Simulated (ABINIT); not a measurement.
**CsPbI2Br (P4/mmm): G0W0 in ABINIT against the wavefunction cutoff in GW**

How does the gap of CsPbI2Br (P4/mmm) converge in the wavefunction cutoff in GW?

Calculated with ABINIT 10.8.3; PBE and many-body steps on it, plane waves.

Report form: the programs' logs are mostly left out.

## Step 1: The starting structure

The structure is tetragonal, space group P4/mmm (No. 123). Conventional cell: a = 6.375 Å, b = 6.375 Å, c = 5.962 Å, α = 90.00°, β = 90.00°, γ = 90.00°. Nearest to Cs lie 8 I at 4.36 Å and 4 Br at 4.51 Å. Pb has 2 Br at 2.98 Å and 4 I at 3.19 Å nearest. Nearest to I lie 2 Pb at 3.19 Å and 4 Cs at 4.36 Å. Nearest to Br lie 2 Pb at 2.98 Å and 4 Cs at 4.51 Å. Farther neighbours and most contacts between anions are not listed.

The cell and positions are those that the Materials Project relaxed with its own functionals (PBE, PBE+U or r2SCAN), kept fixed. Spin-orbit coupling is left out unless a step names it.

## Step 2: Screening, 2×2×2 mesh, 99 bands, screening to 106.1 eV

This step: ABINIT 10.8.3; RPA screening on PBE, plane waves, norm-conserving pseudopotentials.

The RPA dielectric matrix is built and inverted for each q.

The input, run.abi:

```
acell 3*1.0 Angstrom
rprim 
  6.375296000000 0.000000000000 0.000000000000
  0.000000000000 6.375296000000 0.000000000000
  0.000000000000 0.000000000000 5.962220000000
ntypat 4
znucl 55 82 53 35
natom 5
typat 1 2 3 3 4
xred 
  0.500000000000 0.500000000000 0.500000000000
  0.000000000000 0.000000000000 0.000000000000
  0.000000000000 0.500000000000 0.000000000000
  0.500000000000 0.000000000000 0.000000000000
  0.000000000000 0.000000000000 0.500000000000
pp_dirpath "pseudos"
pseudos "Cs.upf, Pb.upf, I.upf, Br.upf"
ecut 31
ngkpt 2 2 2
nshiftk 1
shiftk 0 0 0
kptopt 1
chksymbreak 0
istwfk *1
occopt 1
irdwfk 1
optdriver 3
nband 99
ecuteps 3.9
inclvkb 2
awtr 1
symchi 1
ecutwfn 9.3
indata_prefix "in"
outdata_prefix "out"
tmpdata_prefix "tmp"
```

Started as:

```bash
OMP_NUM_THREADS=1 mpirun -n 4 abinit run.abi > log
```

It took 14 s on 4 MPI ranks of Intel Xeon 6975P-C (Granite Rapids), shared host; peak memory 0.72 GiB.

This step gave:

| Quantity | Value |
| --- | --- |
| ε∞ with local fields, on this mesh, along the program's q direction | 9.905 |
| the same without local fields | 11.45 |
| plasma frequency | 15.77 eV |
| plane waves in the screening matrix | 603 |

Local fields lower ε∞ by 13 %. On a Γ-centred mesh this coarse the value itself is usually too large, while a short band sum pulls it down.

## Step 3: 9.3 Ha

This step: G0W0 on PBE, plane waves, norm-conserving pseudopotentials.

Edit run.abi of step 2 so:

```diff
@@ -26,8 +26,17 @@
 irdwfk 1
-optdriver 3
+optdriver 4
 nband 99
+gwcalctyp 0
+ecutsigx 9.3
+symsigma 1
+nkptgw 2
+kptgw 
+  0.5000000000 0.5000000000 0.5000000000
+  0.0000000000 0.0000000000 0.0000000000
+bdgw 
+  21 24
+  21 24
 ecuteps 3.9
-inclvkb 2
-awtr 1
-symchi 1
+irdscr 1
+ppmodel 1
 ecutwfn 9.3
```

Run time: 16 s. Hardware: 4 MPI ranks; peak memory 1.1 GiB.

Numbers from this step:

* G0W0 gap on the points computed: 2.059 eV
* starting gap on the mesh: 1.465 eV
* k of the valence top: 0.5, 0.5, 0.5
* k of the conduction bottom: 0.5, 0.5, 0.5
* Z at the valence top: 0.791
* Z at the conduction bottom: 0.802
* least direct G0W0 gap on the computed points: 2.059 eV

## Step 4: Screening, 2×2×2 mesh, 99 bands, screening to 106.1 eV

This step: RPA screening on PBE, plane waves, norm-conserving pseudopotentials.

Edit run.abi of step 3 so:

```diff
@@ -26,18 +26,9 @@
 irdwfk 1
-optdriver 4
+optdriver 3
 nband 99
-gwcalctyp 0
-ecutsigx 9.3
-symsigma 1
-nkptgw 2
-kptgw 
-  0.5000000000 0.5000000000 0.5000000000
-  0.0000000000 0.0000000000 0.0000000000
-bdgw 
-  21 24
-  21 24
 ecuteps 3.9
-irdscr 1
-ppmodel 1
-ecutwfn 9.3
+inclvkb 2
+awtr 1
+symchi 1
+ecutwfn 15.5
 indata_prefix "in"
```

Elapsed: 26 s, on 4 MPI ranks; peak memory 1.1 GiB.

Numbers from this step:

```
ε∞ with local fields, on this mesh, along the program's q direction : 9.911
the same without local fields                                       : 11.45
plasma frequency                                                    : 15.82 eV
plane waves in the screening matrix                                 : 603
```

## Step 5: 15.5 Ha

The self-energy is evaluated for the states that the input lists, and the levels follow from it, in one-shot runs by the linearised quasiparticle equation.

This step: G0W0 on PBE, plane waves, norm-conserving pseudopotentials.

Edit run.abi of step 4 so:

```diff
@@ -26,8 +26,17 @@
 irdwfk 1
-optdriver 3
+optdriver 4
 nband 99
+gwcalctyp 0
+ecutsigx 15.5
+symsigma 1
+nkptgw 2
+kptgw 
+  0.5000000000 0.5000000000 0.5000000000
+  0.0000000000 0.0000000000 0.0000000000
+bdgw 
+  21 24
+  21 24
 ecuteps 3.9
-inclvkb 2
-awtr 1
-symchi 1
+irdscr 1
+ppmodel 1
 ecutwfn 15.5
```

It took 16 s on 4 MPI ranks; peak memory 1.3 GiB.

Numbers from this step:

* G0W0 gap on the points computed: 2.04 eV
* starting gap on the mesh: 1.465 eV
* k of the valence top: 0.5, 0.5, 0.5
* k of the conduction bottom: 0.5, 0.5, 0.5
* Z at the valence top: 0.791
* Z at the conduction bottom: 0.802
* least direct G0W0 gap on the computed points: 2.04 eV

The gap on the mesh goes from 1.46 eV to 2.04 eV, a correction of +0.58 eV.

## Step 6: Screening, 2×2×2 mesh, 99 bands, screening to 106.1 eV

This step: RPA screening on PBE, plane waves, norm-conserving pseudopotentials.

Edit run.abi of step 5 so:

```diff
@@ -26,18 +26,9 @@
 irdwfk 1
-optdriver 4
+optdriver 3
 nband 99
-gwcalctyp 0
-ecutsigx 15.5
-symsigma 1
-nkptgw 2
-kptgw 
-  0.5000000000 0.5000000000 0.5000000000
-  0.0000000000 0.0000000000 0.0000000000
-bdgw 
-  21 24
-  21 24
 ecuteps 3.9
-irdscr 1
-ppmodel 1
-ecutwfn 15.5
+inclvkb 2
+awtr 1
+symchi 1
+ecutwfn 23.2
 indata_prefix "in"
```

Run time: 40 s. Hardware: 4 MPI ranks; peak memory 1.7 GiB.

Numbers from this step:

* ε∞ with local fields, on this mesh, along the program's q direction: 9.911
* the same without local fields: 11.45
* plasma frequency: 15.82 eV
* plane waves in the screening matrix: 603

## Step 7: 23.2 Ha

This step: G0W0 on PBE, plane waves, norm-conserving pseudopotentials.

Edit run.abi of step 6 so:

```diff
@@ -26,8 +26,17 @@
 irdwfk 1
-optdriver 3
+optdriver 4
 nband 99
+gwcalctyp 0
+ecutsigx 23.2
+symsigma 1
+nkptgw 2
+kptgw 
+  0.5000000000 0.5000000000 0.5000000000
+  0.0000000000 0.0000000000 0.0000000000
+bdgw 
+  21 24
+  21 24
 ecuteps 3.9
-inclvkb 2
-awtr 1
-symchi 1
+irdscr 1
+ppmodel 1
 ecutwfn 23.2
```

It took 18 s on 4 MPI ranks; peak memory 1.6 GiB.

Numbers from this step:

```yaml
g0w0_gap_on_the_points_computed: 2.033 eV
starting_gap_on_the_mesh: 1.465 eV
k_of_the_valence_top: 0.5, 0.5, 0.5
k_of_the_conduction_bottom: 0.5, 0.5, 0.5
least_direct_g0w0_gap_on_the_computed_points: 2.033 eV
```

Against the run before, the gap moves by −0.007 eV.

## Step 8: Screening, 2×2×2 mesh, 99 bands, screening to 106.1 eV

This step: RPA screening on PBE, plane waves, norm-conserving pseudopotentials.

Edit run.abi of step 7 so:

```diff
@@ -26,18 +26,8 @@
 irdwfk 1
-optdriver 4
+optdriver 3
 nband 99
-gwcalctyp 0
-ecutsigx 23.2
-symsigma 1
-nkptgw 2
-kptgw 
-  0.5000000000 0.5000000000 0.5000000000
-  0.0000000000 0.0000000000 0.0000000000
-bdgw 
-  21 24
-  21 24
 ecuteps 3.9
-irdscr 1
-ppmodel 1
-ecutwfn 23.2
+inclvkb 2
+awtr 1
+symchi 1
 indata_prefix "in"
```

Elapsed: 57 s, on 4 MPI ranks; peak memory 2.3 GiB.

Numbers from this step:

| Property | Result |
| --- | --- |
| ε∞ with local fields, on this mesh, along the program's q direction | 9.912 |
| the same without local fields | 11.45 |
| plasma frequency | 15.82 eV |
| plane waves in the screening matrix | 603 |

## Step 9: 31 Ha

This step: G0W0 on PBE, plane waves, norm-conserving pseudopotentials.

Edit run.abi of step 8 so:

```diff
@@ -26,8 +26,17 @@
 irdwfk 1
-optdriver 3
+optdriver 4
 nband 99
+gwcalctyp 0
+ecutsigx 31
+symsigma 1
+nkptgw 2
+kptgw 
+  0.5000000000 0.5000000000 0.5000000000
+  0.0000000000 0.0000000000 0.0000000000
+bdgw 
+  21 24
+  21 24
 ecuteps 3.9
-inclvkb 2
-awtr 1
-symchi 1
+irdscr 1
+ppmodel 1
 indata_prefix "in"
```

The job ended after 20 s (4 MPI ranks; peak memory 1.9 GiB; 78 s of CPU time).

This step gave:

```
G0W0 gap on the points computed              : 2.033 eV
starting gap on the mesh                     : 1.465 eV
k of the valence top                         : 0.5, 0.5, 0.5
k of the conduction bottom                   : 0.5, 0.5, 0.5
least direct G0W0 gap on the computed points : 2.033 eV
```

Against the run before, the gap moves by +0.000 eV.

## Step 10: The runs together

Times are wall times on 4 MPI ranks of Intel Xeon 6975P-C (Granite Rapids), shared host, good to a factor of about two. A run's time includes the screening step that it read.

```
    run   mesh  bands  screening cutoff (eV)  DFT gap (eV)  gap on the mesh (eV)  direct (eV)  ε∞ used  time
 9.3 Ha  2×2×2     99                  106.1         1.465                 2.059        2.059     9.90  30 s
15.5 Ha  2×2×2     99                  106.1         1.465                 2.040        2.040     9.91  42 s
23.2 Ha  2×2×2     99                  106.1         1.465                 2.033        2.033     9.91  57 s
  31 Ha  2×2×2     99                  106.1         1.465                 2.033        2.033     9.91  76 s
```

## Step 11: What came out

```
9.3 Ha       : 2.059 eV
15.5 Ha      : 2.040 eV
23.2 Ha      : 2.033 eV
31 Ha        : 2.033 eV
known limits : not at the basis limit; exchange with frozen shells missing; no spin-orbit coupling; coarse k mesh
```

The setting moved: wavefunction cutoff in GW. From 9.3 Ha to 31 Ha the gap moves by −0.03 eV, for 2.6 times the time. It holds to 0.03 eV from 9.3 Ha on. Bands and screening cutoff are coupled, so a series along one setting does not show full convergence. The exchange cutoff follows the wavefunction cutoff here. Bands and cutoff are finite, so the gap is not at the basis limit. The miss can reach some tenths of an eV and take either sign; the mesh is an error of its own. In the G0W0 runs levels were corrected at 2 k points alone, so a gap called «on the mesh» is the least over those, and an edge elsewhere would be missed. The 2×2×2 mesh is coarse for this cell, which bears on the long-range parts of exchange and screening. Where an edge is built on 6p states of lead, bismuth or thallium, scalar-relativistic gaps usually stand too wide, by a few tenths to over one eV. The norm-conserving file of at least one element keeps a d shell over frozen s and p shells of the same row. Exchange with those shells is missing from the self-energy, an error of 0.3 to 0.9 eV in cases checked, whose sign depends on which edge lies on those atoms. The many-body steps are scalar-relativistic: spin-orbit coupling is not in them.

[Paths, hosts, dates, memory and timing lines, banners, echoed tables and standing remarks are left out of the program output.]

[Logs are printed without paths, hosts, clocks, repeated set-up lines and the standing remarks that a program may print on its own settings, such as how far it seeks lower states.]

[Runs of the session that timed out or met a known fault of the program may be left out.]

[Hosts, paths, dates, database ids (printed as entryN), source tags and the programs' standing remarks are cut or masked in the printed files.]

[G0W0 gaps are taken among the corrected bands and points alone; a level outside them can change the order at an edge.]

[Where Ansatz stands beside ABINIT at settings called matched, ABINIT's density can come from a denser mesh and the files from another edition; pairs whose starting gaps differed by over 0.03 eV were left out, so agreement reads better than it is.]
